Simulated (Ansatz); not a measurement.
# GaC (built on the sites of a database entry of TlC): the cell at rest

Task: relax GaC (built on the sites of a database entry of TlC) tightly.

Main program and level: Ansatz 0.2.0; DFT PBEsol, scalar-relativistic, plane waves, norm-conserving pseudopotentials.

The structure was built from a prototype and need not be the compound's stable phase.

## 1. Set-up

The structure is cubic, space group Pm-3m (No. 221). Conventional cell: a = 3.555 Å, b = 3.555 Å, c = 3.555 Å, α = 90.00°, β = 90.00°, γ = 90.00°. Ga has 8 C at 3.08 Å nearest. Nearest to C lie 8 Ga at 3.08 Å. Farther neighbours are not listed.

As a file:

```cif
data_structure
_symmetry_space_group_name_H-M 'P 1'
_symmetry_Int_Tables_number 1
_cell_length_a 3.5555
_cell_length_b 3.5555
_cell_length_c 3.5555
_cell_angle_alpha 90.000
_cell_angle_beta 90.000
_cell_angle_gamma 90.000
_cell_volume 44.95
loop_
_atom_site_label
_atom_site_type_symbol
_atom_site_fract_x
_atom_site_fract_y
_atom_site_fract_z
_atom_site_occupancy
Ga1 Ga 0.00000 0.00000 0.00000 1
C2 C 0.50000 0.50000 0.50000 1
```

## 2. Probe on a coarse mesh

First a cheap look: the gap decides the mesh and the occupations, the pressure tells how far the cell has to move.

The input, input.yaml:

```yaml
crystal:
  lattice:
    - [3.55547, 0.0, 0.0]
    - [0.0, 3.55547, 0.0]
    - [0.0, 0.0, 3.55547]
  atoms:
    - { symbol: Ga, position: [0.0, 0.0, 0.0] }
    - { symbol: C, position: [0.5, 0.5, 0.5] }
kpoints:
  mp_grid: { grid: [6, 6, 6] }
hamiltonian:
  xc: pbesol
  pseudopotentials: { kind: nc }
scf:
  occupations: { method: gaussian, width: 0.1 }
output:
  forces: true
  stress: true
  eigenvalues: true
```

On the command line:

```console
> ansatz run input.yaml --threads 4 --pin off --max-ram 7168MiB --backend cpu --events-out ev --progress --plain --runs-dir out
```

Numbers of over 12 decimals in the logs are rounded to 6 here.

What it wrote:

```text
Engine: ansatz 0.2.0, aarch64-unknown-linux-gnu
Pseudopotentials: kind: nc
Pseudopotential: Ga, nc, valence charge 13, recommended cutoff 1088.45545 eV (normal), Ga.nc.azcp (PseudoDojo's, or run here from an input of PseudoDojo's: the run reads no file of this project's for it)
[...]
--- Band table (eV; the first three rows and the last of 20) ---
  k-point 0: bands = [... 5 lower, -6.1492, 0.4815, 3.9636, 3.9636, 3.9636, 10.9001, 10.9001, 10.9001]
  k-point 1: bands = [... 5 lower, -5.9320, -0.0199, 4.0144, 4.1114, 4.1114, 9.1714, 10.6620, 10.6620]
  k-point 2: bands = [... 5 lower, -5.3755, -1.1552, 4.4457, 4.4457, 4.5267, 7.2751, 10.1131, 10.1131]
  k-point 19: bands = [... 5 lower, -3.9141, 1.9191, 3.0491, 3.0491, 3.0491, 5.4772, 5.4772, 5.4772]
[key lines of the parts left out:]
SCF converged after 8 iterations
Free energy (F): -2234.666425 eV
Fermi energy:    3.868808 eV
P = ⅓ Tr σ = -17.3202 GPa (-173.202 kbar)
```

Run time: 0.75 s. Hardware: 4 threads of Arm Neoverse V1, shared host; peak memory 0.34 GiB.

Numbers from this step:

| Item | Value |
| --- | --- |
| pressure | -17.32 GPa |
| volume per atom | 22.47 Å³ |
| gap on the k-mesh | 0 eV |

The coarse mesh shows no gap and a pressure of -17.3 GPa.

## 3. Coarse relaxation

A rough relaxation comes first, because large forces or stress need no tight tolerances yet.

input.yaml, as its differences from that of step 2:

```diff
@@ -19 +19,6 @@
   eigenvalues: true
+relax:
+  adjacent_minimum: "off"
+  f_tol: 0.05
+  max_steps: 80
+  cell: { stress_tol: 0.5 }
```

What it wrote:

```text
[...]
Crystal: 2 atoms, lattice volume = 44.946 Å³
Basis set: ecut = 1115.666836 eV, 3791 PW (Γ), exchange–correlation on 80×80×80 points (8 copies of the dense FFT grid, shifted against one another)
Bands: 13, of which v1, the nominal top of the filled ones, is band 9 counted from 1 (8 counted from 0)
Symmetry: 48 space group operations
[...]
k-points: 20 of 216
[...]
--- Relaxed structure (7 steps of the walk, 7 accepted, 1 SCFs on fresh bases) ---
  F+E_penalty+E_count = -2237.27007956 eV   max|allowed force component| = 7.231e-31 eV/Å   (the final SCF, on the basis selected at the relaxed cell)
  cell:  # Å, volume = 21.5737 Å³
    - [2.783823, 0, 0]
    - [0, 2.783823, 0]
    - [0, 0, 2.783823]
  atoms:
    - { symbol: Ga, position: [0, 0, 0] }
    - { symbol: C, position: [0.5, 0.5, 0.500000] }
[key lines of the parts left out:]
SCF converged after 5 iterations
Free energy (F): -2237.270080 eV
Fermi energy:    13.117679 eV
P = ⅓ Tr σ = -0.0953 GPa (-0.953 kbar)
```

It took 5.9 s on 4 threads; peak memory 0.36 GiB.

The steps of the relaxation:

```
step  energy less that of the first step (eV)  largest force component (eV/Å)  pressure (GPa)  volume (Å³)
   1                                   0.0000                          0.0000          -17.32        44.95
   2                                  -0.7308                          0.0000          -20.02        38.69
   3                                  -1.4568                          0.0000          -20.68        33.04
   4                                  -2.1023                          0.0000          -19.73        27.97
   5                                  -2.5512                          0.0000           -9.05        23.34
   6                                  -2.5804                          0.0000            8.04        20.48
   7                                  -2.6058                          0.0000           -0.06        21.57
  8*                                  -2.6037                          0.0000           -0.10        21.57
```

Relaxation steps marked * repeat the geometry before them on a plane-wave basis chosen anew for their cell, so energy and pressure can jump there.

Forces are held to the 48 operations that the run works with; a distortion that breaks them can't arise in this run.

```
     cell as run  before  after   change
           a (Å)   3.555  2.784  -21.7 %
           b (Å)   3.555  2.784  -21.7 %
           c (Å)   3.555  2.784  -21.7 %
volume (Å³/atom)   22.47  10.79  -52.0 %
```

Final coordinates:

```xyz
2
Lattice="2.7838 0.0000 0.0000 0.0000 2.7838 0.0000 0.0000 0.0000 2.7838" Properties=species:S:1:pos:R:3 pbc="T T T"
Ga    0.0000    0.0000    0.0000
C     1.3919    1.3919    1.3919
```

Numbers from this step:

| Item | Value |
| --- | --- |
| pressure | -0.09526 GPa |
| volume per atom | 10.79 Å³ |

In this step the volume went from 22.47 to 10.79 Å³/atom.

## 4. Bringing the structure to rest

Harmonic phonons are second derivatives at a point where the forces vanish, and they are wanted at zero stress, so atoms and cell are relaxed first.

input.yaml, the sections that differ from step 3:

```yaml
crystal:
  lattice:
    - [2.7838226207, 0.0, 0.0]
    - [0.0, 2.7838226207, 0.0]
    - [0.0, 0.0, 2.7838226207]
  atoms:
    - { symbol: Ga, position: [0.0, 0.0, 0.0] }
    - { symbol: C, position: [0.5, 0.5, 0.5] }
kpoints:
  mp_grid: { grid: [14, 14, 14] }
relax:
  adjacent_minimum: "off"
  f_tol: 0.005
  max_steps: 80
  cell: { stress_tol: 0.05 }
# hamiltonian, scf, output: as in step 3
```

What it wrote:

```text
[...]
Crystal: 2 atoms, lattice volume = 21.574 Å³
Basis set: ecut = 1115.666836 eV, 1839 PW (Γ), exchange–correlation on 64×64×64 points (8 copies of the dense FFT grid, shifted against one another)
Bands: 13, of which v1, the nominal top of the filled ones, is band 9 counted from 1 (8 counted from 0)
Symmetry: 48 space group operations
[...]
k-points: 120 of 2744
[...]
SCF iter   1: F=—  HF=-2237.405313 eV  |F-HF|=—  |Δ(HF+E_count)|=         —  Δρ=3.67e-2  dr2=4.24e-1  ethr=3.10e-3  ⟨swp⟩=5.2  Hψ=8576  notcnv=0
[...]
SCF iter   6: F=-2237.293719 eV  HF=-2237.293719 eV  |F-HF|=4.71e-8  |Δ(HF+E_count)|=   1.80e-8  Δρ=2.56e-5  dr2=7.14e-8  ethr=5.88e-10  ⟨swp⟩=7.9  Hψ=8419  notcnv=0
SCF 1 converged in 6 iterations: F = -2237.293719 eV  dr2 = 7.14e-8
relax step   1: F+E_penalty+E_count = -2237.29371926 eV  Δ(F+E_penalty+E_count) = +0.000e0 eV  max|allowed force component| = 5.834e-30 eV/Å  Δτ_max = 0.0000 Å  P = -1.278 GPa  Ω = 21.574 Å³  (6 SCF iters, dr2 threshold 1.00e-7 eV, accepted)
Crystal: 2 atoms, lattice volume = 21.418 Å³
[...]
SCF iter   3: F=-2237.294531 eV  HF=-2237.294531 eV  |F-HF|=5.19e-8  |Δ(HF+E_count)|=   5.91e-6  Δρ=5.02e-5  dr2=1.76e-7  ethr=1.18e-9  ⟨swp⟩=5.0  Hψ=8503  notcnv=0
SCF 2 converged in 3 iterations: F = -2237.294531 eV  dr2 = 1.76e-7
relax step   2: F+E_penalty+E_count = -2237.29453109 eV  Δ(F+E_penalty+E_count) = -8.118e-4 eV  max|allowed force component| = 1.841e-30 eV/Å  Δτ_max = 0.0000 Å  P = -0.230 GPa  Ω = 21.418 Å³  energy of the carried Pulay correction = +7.566e-5 eV  (3 SCF iters, dr2 threshold 2.00e-7 eV, accepted)
Crystal: 2 atoms, lattice volume = 21.384 Å³
[...]
SCF iter   3: F=-2237.294572 eV  HF=-2237.294572 eV  |F-HF|=1.97e-8  |Δ(HF+E_count)|=   2.72e-7  Δρ=2.81e-5  dr2=5.26e-8  ethr=7.78e-10  ⟨swp⟩=5.8  Hψ=7315  notcnv=0
SCF 3 converged in 3 iterations: F = -2237.294572 eV  dr2 = 5.26e-8
relax step   3: F+E_penalty+E_count = -2237.29457157 eV  Δ(F+E_penalty+E_count) = -4.047e-5 eV  max|allowed force component| = 5.423e-30 eV/Å  Δτ_max = 0.0000 Å  P = +0.004 GPa  Ω = 21.384 Å³  energy of the carried Pulay correction = +9.220e-5 eV  (3 SCF iters, dr2 threshold 1.32e-7 eV, accepted)
[...]
SCF iter   4: F=-2237.294483 eV  HF=-2237.294483 eV  |F-HF|=9.09e-13  |Δ(HF+E_count)|=  8.73e-11  Δρ=2.01e-7  dr2=3.74e-12  ethr=1.00e-12  ⟨swp⟩=6.7  Hψ=7767  notcnv=0
SCF 4 converged in 4 iterations: F = -2237.294483 eV  dr2 = 3.74e-12
relax step   4: F+E_penalty+E_count = -2237.29448323 eV  Δ(F+E_penalty+E_count) = +8.833e-5 eV  max|allowed force component| = 1.446e-30 eV/Å  Δτ_max = 0.0000 Å  P = -0.006 GPa  Ω = 21.384 Å³  stress off target by 6.07e-3 GPa  SCF on the basis re-selected at this cell (its energy is not comparable with the rows above)  (4 SCF iters)
[...]
SCF converged after 4 iterations
Free energy (F): -2237.294483 eV
[...]
Internal energy: -2237.291603 eV  (E = F + TS)
E sigma→0 (E₀):  -2237.293043 eV
Entropy (-TS):   -0.002881 eV (-1.440 meV/atom)
Fermi energy:    13.395907 eV
[...]
--- Stress (GPa, compression-positive) ---
       -0.006072       0.000000       0.000000
        0.000000      -0.006072       0.000000
        0.000000       0.000000      -0.006072
  P = ⅓ Tr σ = -0.0061 GPa (-0.061 kbar)
--- Band table (eV; the first three rows and the last of 120) ---
  k-point 0: bands = [... 5 lower, -1.4379, 13.0865, 13.0865, 13.0865, 14.6989, 22.2011, 22.2011, 27.3455]
  k-point 1: bands = [... 5 lower, -1.4372, 12.2180, 13.1594, 13.1594, 15.2408, 22.2862, 22.4533, 27.1549]
  k-point 2: bands = [... 5 lower, -1.4352, 10.6803, 13.3708, 13.3708, 15.9403, 22.5419, 22.8350, 26.6050]
  k-point 119: bands = [... 5 lower, 6.2535, 11.0482, 11.0482, 11.0482, 14.2323, 14.2323, 14.2323, 15.6064]
--- Relaxed structure (3 steps of the walk, 3 accepted, 1 SCFs on fresh bases) ---
[...]
cell:  # Å, volume = 21.3842 Å³
    - [2.775650, 0, 0]
    - [0, 2.775650, 0.0]
    - [0, 0.0, 2.775650]
  atoms:
    - { symbol: Ga, position: [0, 0, 0] }
    - { symbol: C, position: [0.500000, 0.500000, 0.500000] }
```

The job ended after 6.9 s (4 threads; peak memory 0.4 GiB; 26 s of CPU time).

Step by step:

```
step  energy less that of the first step (eV)  largest force component (eV/Å)  pressure (GPa)  volume (Å³)
   1                                   0.0000                          0.0000           -1.28        21.57
   2                                  -0.0008                          0.0000           -0.23        21.42
   3                                  -0.0009                          0.0000            0.00        21.38
  4*                                  -0.0008                          0.0000           -0.01        21.38
```

Relaxation steps marked * repeat the geometry before them on a plane-wave basis chosen anew for their cell, so energy and pressure can jump there.

The run keeps the 48 symmetry operations that it works with, so distortions that break them were not tested.

```
conventional cell, symmetrised  before  after  change
                         a (Å)   2.784  2.776  -0.3 %
                         b (Å)   2.784  2.776  -0.3 %
                         c (Å)   2.784  2.776  -0.3 %
              volume (Å³/atom)   10.79  10.69  -0.9 %
```

Final coordinates:

```cif
data_structure
_symmetry_space_group_name_H-M 'P 1'
_symmetry_Int_Tables_number 1
_cell_length_a 2.7756
_cell_length_b 2.7756
_cell_length_c 2.7756
_cell_angle_alpha 90.000
_cell_angle_beta 90.000
_cell_angle_gamma 90.000
_cell_volume 21.38
loop_
_atom_site_label
_atom_site_type_symbol
_atom_site_fract_x
_atom_site_fract_y
_atom_site_fract_z
_atom_site_occupancy
Ga1 Ga 0.00000 0.00000 0.00000 1
C2 C 0.50000 0.50000 0.50000 1
```

Numbers from this step:

```yaml
pressure: -0.006072 GPa
volume_per_atom: 10.69 Å³
```

In this step the volume went from 10.79 to 10.69 Å³/atom.

## 5. Tight relaxation

Phonons need a cell at rest on their own settings, so the relaxation is repeated with tight tolerances on forces and stress, using the mesh and the filling of the phonon run that follows.

input.yaml, the sections that differ from step 4:

```yaml
crystal:
  lattice:
    - [2.7756497466, 0.0, 0.0]
    - [0.0, 2.7756497466, 0.0]
    - [0.0, 0.0, 2.7756497466]
  atoms:
    - { symbol: Ga, position: [0.0, 0.0, 0.0] }
    - { symbol: C, position: [0.5, 0.5, 0.5] }
kpoints:
  mp_grid: { grid: [16, 16, 16] }
scf:
  occupations: { method: methfessel_paxton, width: 0.15 }
relax:
  adjacent_minimum: "off"
  f_tol: 0.001
  max_steps: 60
  cell: { stress_tol: 0.01 }
# hamiltonian, output: as in step 4
```

What it wrote:

```text
[...]
Crystal: 2 atoms, lattice volume = 21.384 Å³
Basis set: ecut = 1115.666836 eV, 1839 PW (Γ), exchange–correlation on 64×64×64 points (8 copies of the dense FFT grid, shifted against one another)
Bands: 13, of which v1, the nominal top of the filled ones, is band 9 counted from 1 (8 counted from 0)
Symmetry: 48 space group operations
[...]
k-points: 165 of 4096
[...]
k-point 164: bands = [... 5 lower, 6.2616, 11.0541, 11.0541, 11.0541, 14.2347, 14.2347, 14.2347, 15.6098]
--- Relaxed structure (2 steps of the walk, 2 accepted, 1 SCFs on fresh bases) ---
[...]
cell:  # Å, volume = 21.3798 Å³
    - [2.775456, 0, 0]
    - [0, 2.775456, 0]
    - [0, 0, 2.775456]
  atoms:
    - { symbol: Ga, position: [0, 0, 0] }
    - { symbol: C, position: [0.5, 0.5, 0.5] }
[key lines of the parts left out:]
SCF converged after 5 iterations
Free energy (F): -2237.280911 eV
Fermi energy:    13.423807 eV
P = ⅓ Tr σ = -0.0081 GPa (-0.081 kbar)
```

The job ended after 7.3 s (4 threads; peak memory 0.44 GiB).

Little changed from the start: no atom moved by 0.005 Å and no cell edge by 0.1 %.

Numbers from this step:

| Quantity | Value |
| --- | --- |
| pressure | -0.008109 GPa |

The forces vanish by symmetry and the pressure is -0.008 GPa, within the tolerances set. The cell now holds 10.69 Å³/atom.

## 6. Summary of results

| Item | Value |
| --- | --- |
| space group after relaxation (within 0.01 Å) | Pm-3m |
| lattice constant a | 2.775 Å |
| lattice constant b | 2.775 Å |
| lattice constant c | 2.775 Å |
| volume per atom | 10.7 Å³ |

The forces vanish by symmetry and the pressure is -0.008 GPa, within the tolerances set. The cell now holds 10.69 Å³/atom. The relaxation keeps the symmetry of its start, so it says nothing on stability against lower symmetry. The runs are without spin polarisation, although the cell has an odd electron count. The starting cell was built on a prototype and not taken from a measurement, so the phase need not exist.

[Logs are printed without paths, hosts, clocks, repeated set-up lines and the standing remarks that a program may print on its own settings, such as how far it seeks lower states.]

[Hosts, paths, dates, database ids (printed as entryN), source tags and the programs' standing remarks are cut or masked in the printed files.]
